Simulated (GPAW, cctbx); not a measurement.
# How far are the atoms of BaLiGe from free atoms?

Question: by how much does bonding change the X-ray structure factors of BaLiGe, how firmly does DFT give the change, and what does a routine refinement make of it?

The cell comes from substitution in a known structure type and wasn't matched to any measured phase. All numbers below are calculated.

## Step 1: Find the equilibrium geometry

The density hangs on the geometry, so cell and atoms are relaxed first, with the symmetry held. The cutoff is set higher than for the density because stress converges slowly with plane waves.

Settings: GPAW 26.7.0, PBE, 670 eV, 5×5×5 k-points, Fermi–Dirac width 0.1 eV, BFGS to 0.03 eV/Å.

```text
cell
1.0
     0.000000000    0.000000000    4.021000000
     5.000000000    0.000000000    0.000000000
    -2.500000000    4.330127019    0.000000000
Ba Ge Li
1 1 1
Direct
0.000000000 0.666666667 0.333333333
0.500000000 0.333333333 0.666666667
0.500000000 0.000000000 0.000000000
```

```console
$ OMP_NUM_THREADS=1 mpirun -n 4 gpaw python run.py > gpaw.log
```

```text
BFGS:    0       -9.387019        0.089032
BFGS:    1       -9.387278        0.083960
BFGS:    2       -9.390284        0.085680
BFGS:    3       -9.390422        0.085745
BFGS:    4       -9.391214        0.074425
BFGS:    5       -9.392043        0.049946
BFGS:    6       -9.392729        0.026833
cell  4.1379 4.9200 4.9200  120.00 90.00 90.00
volume 86.744 A^3, largest force 0.000 eV/A, largest stress 0.15 GPa
```

After 6 steps the volume has changed by -0.4 % and the energy by -0.006 eV; the largest stress left is 0.15 GPa. It took 21 s on 4 cores of Intel(R) Xeon(R) Platinum 8488C (Sapphire Rapids) (shared host), peak memory 0.91 GiB.

Relaxed structure: P-6m2 (no. 187), a = 4.9200 Å, b = 4.9200 Å, c = 4.1379 Å, α = 90.00°, β = 90.00°, γ = 120.00°.

| atom | mult. | x | y | z |
| --- | --- | --- | --- | --- |
| Ba1 | 1 | 2/3 | 1/3 | 0 |
| Ge1 | 1 | 1/3 | 2/3 | 1/2 |
| Li1 | 1 | 0 | 0 | 1/2 |

## Step 2: The all-electron density

X-rays see the whole electron density, so the PAW density is rebuilt with its core regions. Subtracting spherical free atoms from the same code cancels the cores and leaves the deformation density Δρ, the part due to bonding.

Settings: PBE, 550 eV, 6×6×6 k-points, Fermi–Dirac width 0.1 eV; primitive cell of 3 atoms.

```console
$ OMP_NUM_THREADS=1 mpirun -n 4 gpaw python run.py > gpaw.log
```

```text
|iter:   1|       0s |   -9.866525 | -0.31 |       |
|iter:   2|       0s |   -9.795159 | -2.25 | -1.00 |
|iter:   3|       1s |   -9.392274 | -1.63 | -1.04 |
...
|iter:   6|       2s |   -9.382972c| -5.47 | -2.77 |
|iter:   7|       2s |   -9.382956c| -6.67 | -3.26 |
|iter:   8|       2s |   -9.382965c| -7.99c| -4.01c|
```

```text
grid (48, 54, 54)  electrons 91.000  moved by bonding 0.520 e
deformation density beyond 0.5 A of the nuclei: max 0.053, min -0.065 e/A^3
atom        x       y       z   Voronoi charge  moment
Ba1    0.0000  0.6667  0.3333      0.152       0.00
Ge2    0.5000  0.3333  0.6667     -0.228       0.00
Li3    0.5000  0.0000  0.0000      0.076       0.00
mean inner potential of superposed free atoms 15.340 V
total magnetic moment 0.000 muB
```

Deformation density in a plane through the shortest contact of the Ge atom at the origin, in 0.01 e/Å³ (clipped at ±99); x from -1.6 to 4.4 Å, y from 2.4 down to -2.4 Å:

```text
  .   .   0   0   0  -1  -2  -3  -3  -2   0   3   3  -2   .   .
  0   1   1   1   1   0  -1  -2  -2  -1   0   3   4   1  -3  -3
  0   2   3   3   3   2   1   0  -1  -1   1   3   5   5   3   2
  1   3   5   5   4   3   3   2   0   0   0   2   4   5   5   4
  2   4   5   3   1   2   4   3   2   1   0   1   2   3   3   2
  2   4   2  -3   .  -3   3   5   3   1   0   .   1   1   1   0
  2   3   1   .   .   .   2   5   4   2   .   .   .   0   0   0
  2   4   2  -3   .  -3   3   5   3   1   0   .   1   1   1   0
  2   4   5   3   1   2   4   3   2   1   0   1   2   3   3   2
  1   3   5   5   4   3   3   2   0   0   0   2   4   5   5   4
  0   2   3   3   3   2   1   0  -1  -1   1   3   5   5   3   2
  0   1   1   1   1   0  -1  -2  -2  -1   0   3   4   1  -3  -3
  .   .   0   0   0  -1  -2  -3  -3  -2   0   3   3  -2   .   .
```

Atoms in or within 0.15 Å of the plane: Ge (0.0, 0.0), Li (2.8, 0.0) Å. Dots mark points within about 0.45 Å of a nucleus; large values next to them are atomic features.

Ge gains most (-0.23 e) and Ba loses most (+0.15 e), as electronegativity suggests. Such charges fall far short of formal ones, since overlapping free atoms already put density on their neighbours. Along the shortest contact from the Ge atom at the map's origin, Ge–Li at 2.84 Å, Δρ is +0.05 e/Å³ at the midpoint and highest, +0.05, 1.27 Å from Ge (points within 0.5 Å of a nucleus left out): a modest build-up. Point values carry grid noise of about 0.01 e/Å³. The run needed 8 iterations, 7.2 s.

## Step 3: Structure factors

The Fourier components of Δρ, added to those of the free atoms, give the static X-ray structure factors; the Mott–Bethe relation turns them into the Fourier components V of the potential that fast electrons feel.

```text
static structure factors of the conventional cell: F in electrons, V (Mott-Bethe) in volts
   h  k  l      d  |F| table  |F| free   |F| DFT   change   |V| free  |V| DFT  change %
   1  0  0  4.2608    41.568    41.618    41.677    0.059     4.207    4.168     -0.9
   0  0  1  4.1379    18.990    19.028    18.636   -0.392     1.784    2.139     19.9
   1  0  1  2.9685    64.647    64.668    64.748    0.080     6.067    6.027     -0.7
   1  1  0  2.4600    71.551    71.556    71.298   -0.258     6.217    6.300      1.3
   2  0  0  2.1304    35.342    35.369    35.403    0.033     2.543    2.534     -0.4
   1  1  1  2.1145    16.351    16.427    16.566    0.139     1.080    1.048     -3.0
   0  0  2  2.0689    67.684    67.664    67.705    0.041     5.278    5.269     -0.2
   2  0  1  1.8941    56.319    56.301    56.187   -0.114     4.054    4.075      0.5
   1  0  2  1.8611    33.638    33.669    33.620   -0.049     2.252    2.261      0.4
   2  1  0  1.6104    31.719    31.741    31.692   -0.049     1.950    1.957      0.3
   1  1  2  1.5834    60.879    60.811    60.793   -0.018     3.999    4.002      0.1
   2  1  1  1.5008    51.066    51.018    50.982   -0.036     3.173    3.177      0.1
   2  0  2  1.4842    30.610    30.625    30.619   -0.006     1.786    1.787      0.0
   3  0  0  1.4203    57.857    57.778    57.730   -0.048     3.541    3.546      0.1
```

The largest X-ray change is -0.39 e on 001, 2.1 % of |F|. For electrons V goes as (Z − F)/g², so a change of F counts against Z − F, which is small at low angle and wherever the atoms' terms cancel: |V| of 001 moves by +19.9 % (1.78 to 2.14 V) against -2.1 % in |F|. The last three rows change by 0.05 e or less, against 0.39 e at the top: the effect is concentrated at low angle. The tabulated Hartree–Fock atoms differ from the free DFT atoms by up to 0.08 e, so the choice of reference atom matters too.

## Step 4: Which functional?

The same geometry is run with other functionals, to see whether the bonding signal is larger than the spread between approximations. Free atoms are LDA for LDA and PBE otherwise. Any other changed setting is in the row's label.

```
   run  ΔF 001 (e)  ΔF 110 (e)  ΔF 111 (e)  q(Ge) (e)  moved (e)   time
   PBE      -0.392      -0.258      +0.139     -0.228      0.520  7.2 s
   LDA      -0.391      -0.245      +0.130     -0.223      0.506  6.9 s
revPBE      -0.393      -0.261      +0.145     -0.236      0.546  7.5 s
```

At the base's settings ΔF(001) spans -0.393 to -0.391 e, a spread of 1 % of the PBE value; over the three listed reflections the spread is at most 11 %, so sign and size hold across the functionals. Times are from shared hosts.

## Step 5: Refining ordinary atoms against data with bonding

Routine crystallography fits spherical atoms. To see the bias, intensities are simulated from tabulated atoms plus the DFT change ΔF, so that bonding alone can misfit (2884 reflections of the full sphere, merged to the counts below, to 0.5 Å, 0.5 % proportional noise plus counting noise, assumed isotropic U as listed, Δρ smeared by the mean U) and refined with cctbx over different ranges.

| range | data | R1 | GooF | U Ba1 (true 0.0048) | U Ge1 (true 0.0059) | U Li1 (true 0.0105) | largest shift (Å) | Δρ max, min (e/Å³) |
| --- | --- | --- | --- | --- | --- | --- | --- | --- |
| all data | 323 | 0.0022 | 1.00 | 0.0048 | 0.0059 | 0.0111 | 0.0000 | 0.11, -0.10 |
| low resolution, d > 0.84 | 81 | 0.0016 | 0.99 | 0.0048 | 0.0058 | 0.0121 | 0.0000 | 0.04, -0.04 |
| high order, d < 0.75 | 210 | 0.0025 | 1.02 | 0.0048 | 0.0059 | 0.0106 | 0.0000 | 0.11, -0.08 |
| occupancies free, d > 0.7 | 130 | 0.0018 | 0.99 | 0.0048 | 0.0060 | 0.0092 | 0.0000 | 0.04, -0.06 |

With all data GooF is 1.00, so at this noise the bonding hardly shows; the top residual peak lies 2.14 Å from Li and 2.14 Å from Ge. No U is off by more than 3 s.u. at low resolution. Symmetry fixes every coordinate, so the shifts are zero by construction. With Ba1 held at 1 and the scale free, the other occupancies refine to Ge1 1.003(0.002) and Li1 0.951(0.028), within three s.u. of full.

## Step 6: Answer

Bonding moves 0.52 e in the primitive cell of BaLiGe and changes the structure factors of the conventional cell in the table above by at most 0.39 e (001, 2.1 %). The shortest bond, Ge–Li, has Δρ = +0.05 e/Å³ at its midpoint. At the base's settings ΔF(001) spans -0.393 to -0.391 e, a spread of 1 % of the PBE value; over the three listed reflections the spread is at most 11 %, so sign and size hold across the functionals. With all data GooF is 1.00, so at this noise the bonding hardly shows. Limits: static density, frozen cores, no spin–orbit coupling.

[Outputs are excerpts: Python notices, other lines and further rows are left out; steps that failed or that the build refused (PBEsol, TPSS) are not shown.]

[Logs are printed without paths, hosts, clocks, repeated set-up lines and the standing remarks that a program may print on its own settings, such as how far it seeks lower states.]
